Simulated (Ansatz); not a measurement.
## 1T-SiSTe monolayer in a perpendicular field

What dipole does a perpendicular field induce in the 1T-SiSTe monolayer? A positive field points along +c.

Calculated with Ansatz 0.2.0; plane-wave DFT, PBE-D3(BJ), Ansatz PAW.

This is a report of a sequence of runs, with most program output left out.

## (1) Starting point

The cell holds 3 atoms: 1 Te, 1 Si and 1 S. Its edges and angles: a = 3.361 Å, b = 3.361 Å, c = 35.605 Å, α = 90.0°, β = 90.0°, γ = 120.0°. Vacuum lies along c.

## (2) Relaxing the slab

The starting cell is a guess, so the in-plane lattice and the atoms are relaxed first, with the slab cut off from its images along the normal.

Contents of input.yaml:

```yaml
crystal:
  lattice:
    - [3.3612985, 0.0, 0.0]
    - [-1.68064925, 2.9109698907, 0.0]
    - [0.0, 0.0, 35.60477885]
  atoms:
    - { symbol: Te, position: [0.6666666667, 0.3333333333, 0.4676338553] }
    - { symbol: Si, position: [0.0, 0.0, 0.5072451576] }
    - { symbol: S, position: [0.3333333333, 0.6666666667, 0.5323661447] }
  periodic: [true, true, false]
kpoints:
  mp_grid: { grid: [12, 12, 1] }
hamiltonian:
  xc: pbe
  dispersion: d3bj
scf:
  occupations: { method: fermi_dirac, width: 0.05 }
  convergence: { dr2_threshold: 1.0e-09 }
relax:
  f_tol: 0.004
  max_steps: 90
  cell: {}
output:
  write_potential: true
  write_density: true
  volumetric_format: npy
```

Started as:

```bash
$ ansatz run input.yaml --threads 2 --pin off --max-ram 3072MiB --backend cpu --events-out ev --progress --plain --runs-dir out
```

Elapsed: 45 s, on 2 threads of Arm Neoverse V2, shared host; peak memory 0.55 GiB; 89 s of CPU time.

Step by step:

| step | energy less that of the first step (eV) | largest force component (eV/Å) | volume (Å³) |
| --- | --- | --- | --- |
| 1 | 0.0000 | 5.9831 | 348.38 |
| 2 | -1.7373 | 3.0718 | 353.71 |
| 3 | -2.2276 | 0.2813 | 349.77 |
| 4 | -2.3261 | 0.1379 | 369.52 |
| 5 | -2.3320 | 0.0461 | 374.82 |
| 6 | -2.3321 | 0.0165 | 375.47 |
| 7 | -2.3321 | 0.0061 | 375.47 |
| 8 | -2.3321 | 0.0000 | 375.42 |
| 9* | -2.3330 | 0.0002 | 375.42 |

Relaxation steps marked * repeat the geometry before them on a plane-wave basis chosen anew for their cell, so energy and pressure can jump there.

The run keeps the 6 symmetry operations that it works with, so distortions that break them were not tested.

| cell as run | before | after | change |
| --- | --- | --- | --- |
| a (Å) | 3.361 | 3.489 | +3.8 % |
| b (Å) | 3.361 | 3.489 | +3.8 % |

The atoms that moved most (Å, along periodic axes as changes of fractional coordinates times the final cell, across vacuum about the mean position):

| atom | dx | dy | dz | length |
| --- | --- | --- | --- | --- |
| Te1 | 0.000 | 0.000 | -0.358 | 0.358 |
| S3 | 0.000 | 0.000 | 0.354 | 0.354 |

The relaxed structure:

```xyz
3
Lattice="3.4893 0.0000 0.0000 -1.7447 3.0218 0.0000 0.0000 0.0000 35.6048" Properties=species:S:1:pos:R:3
Te    1.7447    1.0073   16.2916
Si    0.0000    0.0000   18.0648
S     0.0000    2.0146   19.3087
```

This step gave:

```
energy at zero smearing : -8519.0292 eV
```

The lattice constant a goes from 3.361 to 3.489 Å.

## (3) Single point, field 0

A sawtooth potential applies the field, turning back in the middle of the vacuum. With the dipole correction the typed value is the field outside the slab. The induced dipole is small, so the SCF threshold is tight.

The cell differs from the one that the last finished run ended in (c 35.605 → 21.017 Å).

Contents of input.yaml:

```yaml
crystal:
  lattice:
    - [3.4893031928, 0.0, 0.0]
    - [-1.7446515964, 3.0218252065, 0.0]
    - [0.0, 0.0, 21.0171636294]
  atoms:
    - { symbol: Te, position: [0.6666666667, 0.3333333333, 0.4282214365] }
    - { symbol: Si, position: [0.0, 0.0, 0.512591859] }
    - { symbol: S, position: [0.3333333333, 0.6666666667, 0.5717785635] }
kpoints:
  mp_grid: { grid: [18, 18, 1] }
  band_path:
    path: [[0, 0, 0], [0.5, 0, 0], [0.33333333, 0.33333333, 0], [0, 0, 0]]
    npoints: 16
hamiltonian:
  xc: pbe
  dispersion: d3bj
scf:
  occupations: { method: fermi_dirac, width: 0.02585 }
  convergence: { dr2_threshold: 1.0e-10 }
efield:
  axis: 3
  dipole_correction: true
  ramp_position: 0.97
  ramp_width: 0.06
  amplitude: 0
output:
  dos: { projected: true, e_range: [-6, 5] }
  write_potential: true
  write_density: true
  volumetric_format: npy
  elf: true
```

The job ended after 11 s (2 threads; peak memory 0.48 GiB).

This step gave:

```
energy at zero smearing        : -8519.0353 eV
work function, upper face      : 4.926 eV
work function, lower face      : 4.243 eV
dipole along the normal        : -0.03979 e·Å
step between the vacuum levels : 0.6829 eV
```

Running mean over a fixed 2.8 Å (it still follows the layers) of the planar mean; the ramp of the sawtooth is left out. Table of electron's electrostatic potential energy less the Fermi level by z:

z (Å), electron's electrostatic potential energy less the Fermi level (eV) and a bar from the least value:
```
     2.92       4.24 ############################
     3.36       4.24 ############################
     3.79       4.24 ############################
     4.09       4.24 ############################
     4.52       4.24 ############################
     4.96       4.24 ############################
     5.40       4.23 ############################
     5.84       4.19 ############################
     6.13       4.11 ############################
     6.57       3.79 ###########################
     7.01       2.79 #########################
     7.44       1.68 ######################
     7.88       0.91 ####################
     8.32      -0.40 #################
     8.61      -1.29 ###############
     9.05      -2.73 ############
     9.49      -4.48 #######
     9.92      -5.47 #####
    10.36      -6.49 ##
    10.65      -7.22 #
    11.09      -7.51 
    11.53      -6.89 ##
    11.97      -5.17 ######
    12.41      -2.81 ###########
    12.70      -1.35 ###############
    13.14       0.71 ####################
    13.57       2.67 #########################
    14.01       4.16 ############################
    14.45       4.73 ##############################
    14.89       4.88 ##############################
    15.18       4.91 ##############################
    15.62       4.92 ##############################
    16.05       4.92 ##############################
    16.49       4.93 ##############################
    16.93       4.93 ##############################
    17.22       4.93 ##############################
    17.66       4.93 ##############################
    18.10       4.93 ##############################
```

The density of states has structure finer than the step of the table below, so its rows give means over 0.2 eV, whole bins alone (the curve runs from -6 to 1.99 eV). Peaks (eV: height): -3.99: 7.10, -2.66: 5.89, -2.22: 8.26, -1.92: 2.15, 0.48: 2.69, 1.55: 3.13.

Density of states against energy, zero at the Fermi level; means over each step:

| energy (eV) | density of states (states/eV a cell) |
| --- | --- |
| -5.8 | 0.779 |
| -5.6 | 1.08 |
| -5.4 | 1.57 |
| -5.2 | 1.41 |
| -5.0 | 1.62 |
| -4.8 | 1.45 |
| -4.6 | 1.44 |
| -4.4 | 1.52 |
| -4.2 | 2.23 |
| -4.0 | 3.80 |
| -3.8 | 1.66 |
| -3.6 | 1.21 |
| -3.4 | 0.996 |
| -3.2 | 0.866 |
| -3.0 | 0.866 |
| -2.8 | 2.09 |
| -2.6 | 3.12 |
| -2.4 | 1.38 |
| -2.2 | 4.17 |
| -2.0 | 1.31 |
| -1.8 | 1.70 |
| -1.6 | 1.37 |
| -1.4 | 1.04 |
| -1.2 | 1.02 |
| -1.0 | 1.09 |
| -0.8 | 0.893 |
| -0.6 | 0.968 |
| -0.4 | 1.01 |
| -0.2 | 1.01 |
| 0.0 | 1.02 |
| 0.2 | 1.15 |
| 0.4 | 1.54 |
| 0.6 | 1.57 |
| 0.8 | 0.964 |
| 1.0 | 0.833 |
| 1.2 | 0.895 |
| 1.4 | 0.834 |
| 1.6 | 1.39 |
| 1.8 | 0.0981 |

Projected DOS per atom over height of the atomic layer and energy from the Fermi level. Layers: Te Si S from below.

Values in states/eV, 22 rows by 3 columns, each cell a mean:
```
0.04 0.08 0.07
0.24 0.44 0.31
0.24 0.34 0.22
0.37 0.43 0.28
0.61 0.50 0.29
0.50 0.31 0.19
0.51 0.25 0.18
0.58 0.15 0.16
0.70 0.11 0.20
0.73 0.08 0.30
1.10 0.07 0.55
1.56 0.18 1.11
1.17 0.20 1.05
0.54 0.18 0.69
0.20 0.19 0.51
0.29 0.28 0.66
0.78 0.66 1.54
0.36 0.48 0.83
0.30 0.43 0.71
0.34 0.42 0.74
0.43 0.41 0.58
0.28 0.26 0.27
```
Columns: height of the atomic layer (Å) from 9 to 12.0 (not evenly spaced); rows upwards: energy from the Fermi level (eV) from -5.96 to 1.96.

The electronic bands at the labelled points (eV, zero at the Fermi level):

| point | band 10 | band 11 | band 12 | band 13 | band 14 | band 15 | band 16 | band 17 |
| --- | --- | --- | --- | --- | --- | --- | --- | --- |
| Γ | -2.58 | -2.58 | 0.50 | 0.50 | 0.94 | 3.17 | 3.44 | 3.44 |
| halfway | -3.50 | -3.19 | -2.30 | -0.23 | 0.79 | 3.20 | 4.34 | 4.40 |
| M | -4.13 | -3.89 | -2.27 | -0.91 | -0.75 | 2.61 | 3.82 | 4.22 |
| halfway | -5.25 | -4.06 | -2.38 | -2.05 | 0.40 | 3.56 | 3.79 | 4.39 |
| K | -5.33 | -5.32 | -2.64 | -1.94 | 0.42 | 3.68 | 4.54 | 4.91 |
| halfway | -4.73 | -2.94 | -2.38 | -1.30 | 1.55 | 3.38 | 3.83 | 4.53 |
| Γ | -2.58 | -2.58 | 0.50 | 0.50 | 0.94 | 3.17 | 3.44 | 3.44 |

Valence density in the ca plane at fractional y = 0.000, with atoms of Si within 0.2 Å of it. It is the smooth field of the valence electrons, not physical close to the nuclei.

Values in e/Å³, 5 rows by 16 columns, each cell a mean:
```
0.00 0.00 0.00 0.00 0.00 0.01 0.07 0.19 0.32 0.29 0.13 0.02 0.00 0.00 0.00 0.00
0.00 0.00 0.00 0.00 0.00 0.02 0.18 0.35 0.27 0.31 0.26 0.05 0.00 0.00 0.00 0.00
0.00 0.00 0.00 0.00 0.00 0.03 0.26 0.46 0.21 0.27 0.35 0.07 0.00 0.00 0.00 0.00
0.00 0.00 0.00 0.00 0.00 0.02 0.14 0.29 0.31 0.33 0.21 0.04 0.00 0.00 0.00 0.00
0.00 0.00 0.00 0.00 0.00 0.01 0.05 0.17 0.30 0.24 0.12 0.02 0.00 0.00 0.00 0.00
```
Columns run along c (16.0 Å, from fractional 0.09 to 0.85 of the cell), rows up along a (3.5 Å). Atoms in or near the plane, at fractional coordinates: Si at (0.51, 0.00).

Electrostatic potential energy in the ca plane at fractional y = 0.000, with atoms of Si within 0.2 Å of it. With pseudopotentials it is smooth inside the atoms' cores, unlike the true potential.

Ten even steps from '0' (-27 eV) to '9' (4 eV), each cell a mean:
```
99999999999999998730000589999999999999999999
99999999999999888862014789999999999999999999
99999999999998767777667788999999999999999999
99999999999998644688888778999999999999999999
99999999999997533688888777899999999999999999
99999999999998755788777778999999999999999999
99999999999998877875346789999999999999999999
99999999999999988750001689999999999999999999
99999999999999998730000589999999999999999999
```
Columns run along c (16.0 Å, from fractional 0.16 to 0.92 of the cell; values clipped at the 3rd and 97th percentile), rows up along a (3.5 Å). Atoms in or near the plane, at fractional coordinates: Si at (0.51, 0.00).

ELF in the ca plane at fractional y = 0.000, with atoms of Si within 0.2 Å of it. It is the smooth field of the valence electrons, not physical close to the nuclei.

Ten even steps from '0' (0.00) to '9' (0.75), each cell a mean:
```
00000000000000112586445521000000000000000000
00000000000123445688678743100000000000000000
00000000001357777777678887631000000000000000
00000000012589876764247999974100000000000000
00000000013689876663237999974200000000000000
00000000002478877775457898753100000000000000
00000000000245666788778765320000000000000000
00000000000011223687457631000000000000000000
00000000000000012574544420000000000000000000
```
Columns run along c (16.0 Å, from fractional 0.16 to 0.92 of the cell), rows up along a (3.5 Å). Atoms in or near the plane, at fractional coordinates: Si at (0.51, 0.00).

The work function of the upper face is 4.93 eV.

## (4) Atoms held, field 0.1 V/Å

input.yaml, as its differences from that of step 3:

```diff
@@ -25,5 +25,4 @@
   ramp_width: 0.06
-  amplitude: 0
+  amplitude: 0.1
 output:
-  dos: { projected: true, e_range: [-6, 5] }
   write_potential: true
@@ -31,2 +30 @@
   volumetric_format: npy
-  elf: true
```

Run time: 11 s. Hardware: 2 threads; peak memory 0.46 GiB.

The dipole is -0.00850 e·Å, 0.0313 e·Å from its value without field.

## (5) Single point, field -0.1 V/Å

input.yaml, as its differences from that of step 4:

```diff
@@ -25,3 +25,3 @@
   ramp_width: 0.06
-  amplitude: 0.1
+  amplitude: -0.1
 output:
```

Run time: 12 s. Hardware: 2 threads; peak memory 0.46 GiB.

The dipole is -0.0711 e·Å, -0.0313 e·Å from its value without field.

## (6) Response, atoms held

This step: plane-wave DFT, PBE-D3(BJ), Ansatz PAW; response to a field along the normal, atoms held (Ansatz 0.2.0).

The dipoles give the slope, and the difference of two potentials shows where the field is screened.

This step gave:

```yaml
equivalent_conductor_thickness_p_eps_0ae: 5.368 Å
distance_between_the_outer_atoms: 3.017 Å
```

Dipole of the cell against applied field:

| applied field (V/Å) | dipole of the cell (e·Å) |
| --- | --- |
| -0.1000 | -0.0711 |
| 0.0000 | -0.0398 |
| 0.1000 | -0.00850 |

Local field over the applied field, running mean. From the potentials at -0.1 and 0.1 V/Å; running mean over 2.5 Å. The local field over applied field by z:

| z (Å) | local field over applied field |
| --- | --- |
| 4.5 | 0.997 |
| 5.0 | 0.992 |
| 5.5 | 0.977 |
| 6.0 | 0.940 |
| 6.5 | 0.857 |
| 7.0 | 0.715 |
| 7.5 | 0.541 |
| 8.0 | 0.363 |
| 8.5 | 0.198 |
| 9.0 | 0.0793 |
| 9.5 | 0.0381 |
| 10.0 | 0.0321 |
| 10.5 | 0.0293 |
| 11.0 | 0.0493 |
| 11.5 | 0.0957 |
| 12.0 | 0.178 |
| 12.5 | 0.317 |
| 13.0 | 0.493 |
| 13.5 | 0.670 |
| 14.0 | 0.823 |
| 14.5 | 0.924 |
| 15.0 | 0.972 |
| 15.5 | 0.990 |
| 16.0 | 0.997 |
| 16.5 | 0.999 |

Electrons, planar mean, per unit field. The induced electron density by z:

z (Å), induced electron density (e/Å³ per V/Å) and a bar from the least value:
```
     4.09    0.00000 ###############
     4.38    0.00001 ###############
     4.82    0.00002 ###############
     5.11    0.00004 ###############
     5.55    0.00012 ###############
     5.84    0.00021 ################
     6.13    0.00038 ################
     6.57    0.00086 ##################
     6.86    0.00143 #####################
     7.15    0.00223 ########################
     7.59    0.00347 ##############################
     7.88    0.00354 ##############################
     8.32    0.00157 #####################
     8.61    0.00067 ##################
     8.90    0.00061 #################
     9.34    0.00054 #################
     9.63    0.00047 #################
     9.92   -0.00054 ############
    10.36   -0.00126 #########
    10.65   -0.00024 ##############
    11.09    0.00107 ###################
    11.38    0.00035 ################
    11.68   -0.00077 ###########
    12.11   -0.00107 ##########
    12.41   -0.00175 #######
    12.70   -0.00307 #
    13.14   -0.00340 
    13.43   -0.00254 ####
    13.87   -0.00127 #########
    14.16   -0.00073 ############
    14.45   -0.00041 #############
    14.89   -0.00016 ##############
    15.18   -0.00008 ##############
    15.47   -0.00004 ###############
    15.91   -0.00002 ###############
    16.20   -0.00001 ###############
    16.64    0.00000 ###############
    16.93    0.00000 ###############
```

By hand: between -0.1 and 0.1 V/Å the dipole changes by 0.06256 e·Å, a slope of 0.3128 e·Å²/V. A perfect conductor of thickness t has p = ε₀AEt, so t = 180.95 × 0.3128 / 10.544 = 5.37 Å (e/ε₀ = 180.95 V·Å, A in Å²).

The induced dipole is that of a conductor 5.37 Å thick.

## (7) What came out

| Quantity | Value |
| --- | --- |
| gap without field | none |
| work function, upper face | 4.93 eV |
| step between the vacuum levels | 0.683 eV |
| equivalent conductor thickness, atoms held | 5.37 Å |

**Reading.** The induced dipole equals that of a perfect conductor 5.37 Å thick, while the outer atoms lie 3.02 Å apart. The two faces differ: the vacuum level above lies 0.68 eV higher than the one below. There is no gap over 0.03 eV, with or without the field. Spin-orbit coupling is left out, which matters for the bands of elements this heavy.

[Logs are printed without paths, hosts, clocks, repeated set-up lines and the standing remarks that a program may print on its own settings, such as how far it seeks lower states.]

[Hosts, paths, dates, database ids (printed as entryN), source tags and the programs' standing remarks are cut or masked in the printed files.]

[Maps of the electrostatic potential energy from Ansatz leave out the sawtooth potential of an applied field or a dipole correction, so their vacuum need not be flat; planar profiles and work functions include it.]

[The density of states shown here was stored with 400 of the rows of the run's finer table, so its peaks can read low, often by over a quarter, or be missed, and its means over a window can be off by a tenth or more.]
